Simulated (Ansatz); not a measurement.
# Quasiparticle gap of Sr2SiS4 (P2_1/m)

Aim: the quasiparticle gap of Sr2SiS4 (P2_1/m), starting from r2SCAN.

Program: Ansatz 0.2.0. Level of theory: r2SCAN, then G0W0 on it, plane waves, PAW. Results are calculated unless marked as measured.

## (1) The structure

It takes space group P2_1/m (No. 11, monoclinic). The conventional cell has a = 6.609 Å, b = 6.660 Å, c = 8.262 Å, α = 90.00°, β = 108.22°, γ = 90.00°. Nearest to Sr lie 9 S at 2.96 to 3.80 Å and 4 Si at 3.51 to 3.93 Å. Nearest to Sr lie 8 S at 3.04 to 3.46 Å and 3 Si at 3.71 to 3.89 Å. Nearest to Si lie 4 S at 2.12 to 2.13 Å and 7 Sr at 3.51 to 3.93 Å. Nearest to S lie 1 Si at 2.12 Å and 5 Sr at 3.03 to 3.80 Å. Nearest to S lie 1 Si at 2.13 Å and 4 Sr at 2.96 to 3.46 Å. S has 1 Si at 2.12 Å and 4 Sr at 3.01 to 3.13 Å nearest. Farther neighbours and most contacts between anions are not listed.

The cell and positions are those that the Materials Project relaxed with its own functionals (PBE, PBE+U or r2SCAN), kept fixed. The default PAW set here is soft_2. Its files were made with PBE.

## (2) The r2SCAN band structure

Levels along a band path and on the mesh show where this functional puts the band edges.

This step: DFT, r2SCAN, plane waves, PAW.

input.yaml reads:

```yaml
crystal:
  lattice:
    - [6.6087392105, 0.0, 0.0]
    - [0.0, 6.65954238, 0.0]
    - [-2.5827482587, 0.0, 7.848229828]
  atoms:
    - { symbol: Sr, position: [0.2836712, 0.75, 0.95180912] }
    - { symbol: Sr, position: [0.7163288, 0.25, 0.04819088] }
    - { symbol: Sr, position: [0.2248299, 0.75, 0.42926377] }
    - { symbol: Sr, position: [0.7751701, 0.25, 0.57073623] }
    - { symbol: Si, position: [0.72130103, 0.75, 0.7968462] }
    - { symbol: Si, position: [0.27869897, 0.25, 0.2031538] }
    - { symbol: S, position: [0.88645343, 0.75, 0.06157594] }
    - { symbol: S, position: [0.11354657, 0.25, 0.93842406] }
    - { symbol: S, position: [0.91690048, 0.75, 0.63566798] }
    - { symbol: S, position: [0.08309952, 0.25, 0.36433202] }
    - { symbol: S, position: [0.51038414, 0.50196672, 0.7372482] }
    - { symbol: S, position: [0.48961586, 0.00196672, 0.2627518] }
    - { symbol: S, position: [0.48961586, 0.49803328, 0.2627518] }
    - { symbol: S, position: [0.51038414, 0.99803328, 0.7372482] }
kpoints:
  mp_grid: { grid: [4, 4, 4] }
  band_path:
    path:
      - [0.0, 0.0, 0.0]
      - [0.0, 0.5, 0.0]
      - [0.0, 0.5, 0.5]
      - [0.0, 0.0, 0.5]
      - [0.0, 0.0, 0.0]
      - [-0.5, 0.0, 0.5]
      - [-0.5, 0.5, 0.5]
      - [0.0, 0.5, 0.0]
      - [-0.5, 0.5, 0.0]
      - [-0.5, 0.0, 0.0]
      - [0.0, 0.0, 0.0]
    npoints: 10
hamiltonian:
  xc: r2scan
scf:
  occupations: { method: fermi_dirac, width: 0.02 }
  n_extra_bands: 8
output:
  eigenvalues: true
  forces: true
  stress: true
```

On the command line:

```
$ ansatz run input.yaml --threads 24 --pin off --max-ram 82944MiB --backend cuda --events-out ev --progress --plain --runs-dir out --devices 1 --max-vram 78GiB
```

Numbers of over 12 decimals in the logs are rounded to 6 here.

The program printed:

```text
scf.n_extra_bands = 8 over 48 filled bands (N_el = 96.0): the run solves 56 bands
GPUs: using 1 of 1 available (devices: 1).
Engine: ansatz 0.2.0, aarch64-unknown-linux-gnu
Pseudopotentials: kind: paw
Pseudopotential: Sr, paw, valence charge 10, recommended cutoff 500 eV (meta_gga), Sr.paw.azcp
Pseudopotential: Si, paw, valence charge 4, recommended cutoff 500 eV (meta_gga), Si.paw.azcp
Pseudopotential: S, paw, valence charge 6, recommended cutoff 500 eV (meta_gga), S.paw.azcp
Functional definition: r2SCAN
  parameter k0 = 0.174
  parameter k1 = 0.065
  parameter a1 = 4.9479
  exchange = r2scan_x(k0 = k0, k1 = k1, a1 = a1)
  correlation = r2scan_c
device memory: the entry about to start is reckoned to put 7.4 GiB on a device that reports 127.1 GiB free (of which the cap on the GPU budget leaves the run 78.0 GiB)
GPU FFT provider: cuFFT
GPU libraries: cuBLAS 13.8.1, cuFFT 12.4.0, cuSOLVER 12.3.2
GPU matrix products: emulated (plane waves: as basis.precision tells), large ones in fixed point in workspaces of 1.00 GiB
Crystal: 14 atoms, lattice volume = 345.410 Å³
Basis set: ecut = 500 eV, 8735 PW (Γ), exchange–correlation on 200×200×256 points (64 copies of the dense FFT grid, shifted against one another)
Bands: 56, of which v1, the nominal top of the filled ones, is band 48 counted from 1 (47 counted from 0)
Symmetry: 4 space group operations
Space group: P21/m (ITA 11), of the structure as read, at distance tolerance 7.0e-5 Å
k-points: 30 of 64
Non-local potential: Sr, projectors of the file, l = 0: 3, l = 1: 2, l = 2: 2
Non-local potential: Si, projectors of the file, l = 0: 2, l = 1: 2, l = 2: 2
Non-local potential: S, projectors of the file, l = 0: 2, l = 1: 2, l = 2: 2
PAW form: soft (Blöchl's): semilocal exchange-correlation on the pseudo side does not see the compensation charge
PAW frozen core: Sr, regenerated for the run's functional (the file was generated under x = pbe(κ = 0.804, μ = 0.219515), c = pbe(β = 0.066725))
PAW frozen core: Si, regenerated for the run's functional (the file was generated under x = pbe(κ = 0.804, μ = 0.219515), c = pbe(β = 0.066725))
PAW frozen core: S, regenerated for the run's functional (the file was generated under x = pbe(κ = 0.804, μ = 0.219515), c = pbe(β = 0.066725))
PAW one-centre angular grid: Sr, 302 points (default); XC on 160 Gauss nodes
PAW one-centre angular grid: Si, 302 points (default); XC on 160 Gauss nodes
PAW one-centre angular grid: S, 302 points (default); XC on 160 Gauss nodes
Initial density: superposition of atomic densities (neutral atoms: chi_scale 0, normalization atom), corrected by the library's trained network
Initial wavefunctions: pseudopotential atomic-orbital guess
GPU buffer pool allocated for 160000 grid points (all kernels)
GPU transforms: local potential and band sums: pruned to the plane-wave sphere, on 50×50×64
Functional: x = r2scan, c = r2scan; τ floored in thin density (d = 2e-4 eV/Å³)
SCF iter   1: F=—  HF=-22770.376568 eV  |F-HF|=—  |Δ(HF+E_count)|=         —  Δρ=4.21e-3  dr2=6.10e-2  dr2_τ=1.32e-1  ethr=1.77e-3  ⟨swp⟩=13.6  Hψ=10116  notcnv=0
preconditioner: auto → Resta (q_TF=auto, 2.204 Å⁻¹)  ε∞=3.2  [insulator: Δε(μ)=3.414 eV  Ē_g=12.724 eV  σ=0.020 eV  W_gap=1.00  n_scr=64 (ndim 8)  ℏωp=18.7 eV  f_vac=0.008  D(μ)=0.00/eV (n_scr^D=0)  ε∞_Penn≈3.2]
SCF iter   2: F=—  HF=-22770.619617 eV  |F-HF|=—  |Δ(HF+E_count)|=   2.43e-1  Δρ=2.65e-3  dr2=1.80e-2  dr2_τ=7.50e-4  ethr=6.35e-5  ⟨swp⟩=3.8  Hψ=3753  notcnv=0  defer=60
SCF iter   3: F=—  HF=-22770.616104 eV  |F-HF|=—  |Δ(HF+E_count)|=   3.51e-3  Δρ=3.00e-4  dr2=5.30e-4  dr2_τ=1.49e-4  ethr=1.87e-5  ⟨swp⟩=4.0  Hψ=3402  notcnv=0  defer=60
SCF iter   4: F=—  HF=-22770.616691 eV  |F-HF|=—  |Δ(HF+E_count)|=   5.87e-4  Δρ=1.13e-4  dr2=5.60e-5  dr2_τ=2.82e-6  ethr=5.52e-7  ⟨swp⟩=2.0  Hψ=2579  notcnv=0  defer=60
SCF iter   5: F=—  HF=-22770.616039 eV  |F-HF|=—  |Δ(HF+E_count)|=   6.52e-4  Δρ=3.17e-5  dr2=6.45e-6  dr2_τ=5.84e-7  ethr=5.83e-8  ⟨swp⟩=2.0  Hψ=3000  notcnv=0  defer=60
SCF iter   6: F=—  HF=-22770.616040 eV  |F-HF|=—  |Δ(HF+E_count)|=   8.83e-7  Δρ=8.67e-6  dr2=3.87e-7  dr2_τ=4.26e-8  ethr=6.72e-9  ⟨swp⟩=2.0  Hψ=2919  notcnv=0  defer=60
SCF iter   7: F=-22770.616040 eV  HF=-22770.616040 eV  |F-HF|=6.80e-9  |Δ(HF+E_count)|=   1.75e-7  Δρ=2.36e-6  dr2=4.87e-8  dr2_τ=2.03e-9  ethr=1.04e-10  ⟨swp⟩=15.0  Hψ=8840  notcnv=0
SCF 1 converged in 7 iterations: F = -22770.616040 eV  dr2 = 4.87e-8
  greatest PAW one-centre occupation: 0.988 electrons in one spin orbital (limit 2), on the Sr atom at site 1 (counted from 0), in its partial waves of l = 0
device memory: the entry about to start is reckoned to put 20.3 GiB on a device that reports 148.0 GiB free (of which the cap on the GPU budget leaves the run 78.0 GiB)
NSCF: frozen V_eff on 101 k-points, pencils in batches of 32, up to order 248
SCF converged after 7 iterations
Free energy (F): -22770.616040 eV
Harris-Foulkes:  -22770.616040 eV  (|F-HF|=6.80e-9)
Internal energy: -22770.616040 eV  (E = F + TS)
E sigma→0 (E₀):  -22770.616040 eV
Fermi energy:    6.985711 eV
--- Per-component energies (eV) ---
  E_band       = -479.306699
  E_kinetic    = 1928.898213
  E_local      = -3757.190470  (includes V_loc(G=0)·N_el)
  E_nonlocal   = 1076.613556
  E_hartree    = 992.672066
  E_xc         = -1500.210781
  E_vxc        = -1579.211762  (∫ρ·V_xc dr)
  E_paw        = -16777.485112  (= ΣΔE_a)
  E_vpaw       = -212.045795  (= ΣTr[D̂ρ^β])
  E_aug_tail   = 0.000013  (compensation charges beyond the density's cutoff)
  E_vtau       = 78.281176  (kinetic-family band-sum trace: ∫τ·v_τ [+ j·A + Jᵃ·Aᵃ] dr)
  E_ewald      = -4732.298378
  E_core_change = -1.615146  (= ΣΔE_core)
  E_smearing   = -0.000000  (= −TS)
  E_closure    = 0.000000  (closes the sum)
  Σ components = -22770.616040   (vs F -22770.616040, Δ=0.00e0)
--- Forces (eV/Å), atoms counted from 1 ---
  atom   1  Sr     0.00455987    -0.00000000    -0.00246976
  atom   2  Sr    -0.00455987     0.00000000     0.00246976
  atom   3  Sr     0.00822426    -0.00000000     0.00438867
  atom   4  Sr    -0.00822426     0.00000000    -0.00438867
  atom   5  Si    -0.01191702     0.00000000    -0.00254765
  atom   6  Si     0.01191702    -0.00000000     0.00254765
  atom   7  S      0.00858906    -0.00000000     0.03625032
  atom   8  S     -0.00858906     0.00000000    -0.03625032
  atom   9  S      0.03556707     0.00000000    -0.01816244
  atom  10  S     -0.03556707    -0.00000000     0.01816244
  atom  11  S     -0.01190038    -0.03225385    -0.00714449
  atom  12  S      0.01190038    -0.03225385     0.00714449
  atom  13  S      0.01190038     0.03225385     0.00714449
  atom  14  S     -0.01190038     0.03225385    -0.00714449
  max |Σ_I F_I| component: 6.94e-18 eV/Å
--- Stress (GPa, compression-positive) ---
       -0.021158       0.000000      -0.011009
        0.000000       0.027255       0.000000
       -0.011008       0.000000       0.000408
  P = ⅓ Tr σ = 0.0022 GPa (0.022 kbar)
--- Band table (eV; the first three rows and the last of 30) ---
  k-point 0: bands = [... 44 lower, 4.7771, 4.9596, 5.0741, 5.2773, 9.1886, 9.4366, 9.5368, 9.7738, ... 4 higher]
  k-point 1: bands = [... 44 lower, 4.7678, 4.9718, 5.0120, 5.2173, 9.2704, 9.5257, 9.6089, 9.7997, ... 4 higher]
  k-point 2: bands = [... 44 lower, 4.6695, 4.8360, 5.0287, 5.1822, 9.3437, 9.5887, 9.6488, 9.7963, ... 4 higher]
  k-point 29: bands = [... 44 lower, 4.5787, 4.5787, 4.6865, 4.6865, 9.9831, 9.9831, 10.0818, 10.0818, ... 4 higher]
```

Elapsed: 3.3 s, on 1 × NVIDIA GB200 (shared by 2 runs) with 24 threads of Arm Neoverse V2, shared host; peak memory 1.4 GiB.

In the SCF lines HF is the Harris–Foulkes energy and dr2 the Hartree energy of the density residual, in eV; the loop may stop once dr2 is under the threshold and the program's other checks hold. Hψ counts applications of the Hamiltonian.

This step gave:

| Item | Value |
| --- | --- |
| pressure | 0.002169 GPa |
| filled bands | 48 |
| gap | 3.405 eV |
| valence top at | Γ |
| conduction bottom at | Y_2 |
| least direct gap | 3.573 eV |

Over mesh and path the gap is 3.405 eV, from k = Γ to k = (-0.500, 0.000, 0.000). The least direct gap found is 3.573 eV, at k = (-0.500, 0.000, 0.000).

The electronic bands at the labelled points (eV, zero at the top of the highest nominally filled band):

```
  point  band 45  band 46  band 47  band 48  band 49  band 50  band 51  band 52
      Γ    -0.50    -0.32    -0.20     0.00     3.91     4.16     4.26     4.50
halfway    -0.59    -0.57    -0.48    -0.28     4.09     4.32     4.52     4.62
      Z    -0.82    -0.82    -0.38    -0.38     4.28     4.28     4.74     4.74
halfway    -0.68    -0.68    -0.41    -0.41     4.32     4.32     4.69     4.69
      D    -0.57    -0.57    -0.46    -0.46     4.35     4.35     4.67     4.67
halfway    -0.78    -0.59    -0.43    -0.35     4.15     4.42     4.59     4.61
      B    -0.61    -0.44    -0.25    -0.10     4.07     4.31     4.37     4.52
halfway    -0.51    -0.31    -0.27    -0.06     3.99     4.25     4.33     4.52
      Γ    -0.50    -0.32    -0.20     0.00     3.91     4.16     4.26     4.50
halfway    -0.54    -0.35    -0.24    -0.03     4.03     4.15     4.36     4.38
      A    -0.50    -0.35    -0.24    -0.04     4.05     4.11     4.37     4.60
halfway    -0.68    -0.57    -0.50    -0.27     4.35     4.37     4.54     4.81
      E    -0.70    -0.70    -0.59    -0.59     4.71     4.71     4.80     4.80
halfway    -0.71    -0.71    -0.45    -0.45     4.41     4.41     4.77     4.77
      Z    -0.82    -0.82    -0.38    -0.38     4.28     4.28     4.74     4.74
halfway    -0.72    -0.72    -0.42    -0.42     4.01     4.01     4.61     4.61
     C2    -0.63    -0.63    -0.55    -0.55     3.72     3.72     4.50     4.50
halfway    -0.68    -0.67    -0.47    -0.40     3.55     3.97     4.05     4.43
     Y2    -0.43    -0.43    -0.22    -0.17     3.40     3.88     4.08     4.37
halfway    -0.43    -0.34    -0.19    -0.10     3.58     3.92     4.35     4.46
      Γ    -0.50    -0.32    -0.20     0.00     3.91     4.16     4.26     4.50
```

[end of part 1 of 2]

[Paths, hosts, dates, memory and timing lines, banners, echoed tables and standing remarks are left out of the program output.]

[Logs are printed without paths, hosts, clocks, repeated set-up lines and the standing remarks that a program may print on its own settings, such as how far it seeks lower states.]

[Runs of the session that timed out or met a known fault of the program may be left out.]

[Cells called generated may have been cut or substituted from an entry of the Crystallography Open Database or the Materials Project.]

[Hosts, paths, dates, database ids (printed as entryN), source tags and the programs' standing remarks are cut or masked in the printed files.]

[Where an RPA ε∞ is given, it is that of the G0W0 mesh and is not shown converged in it. Names of k-points follow the symmetry that the program found, which can be lower than the space group named. Band edges on a path are those of the sampled points; other points can move an edge, and change direct to indirect where valleys lie close.]

[Hybrid gaps are those of their k-mesh and are not shown converged in it.]
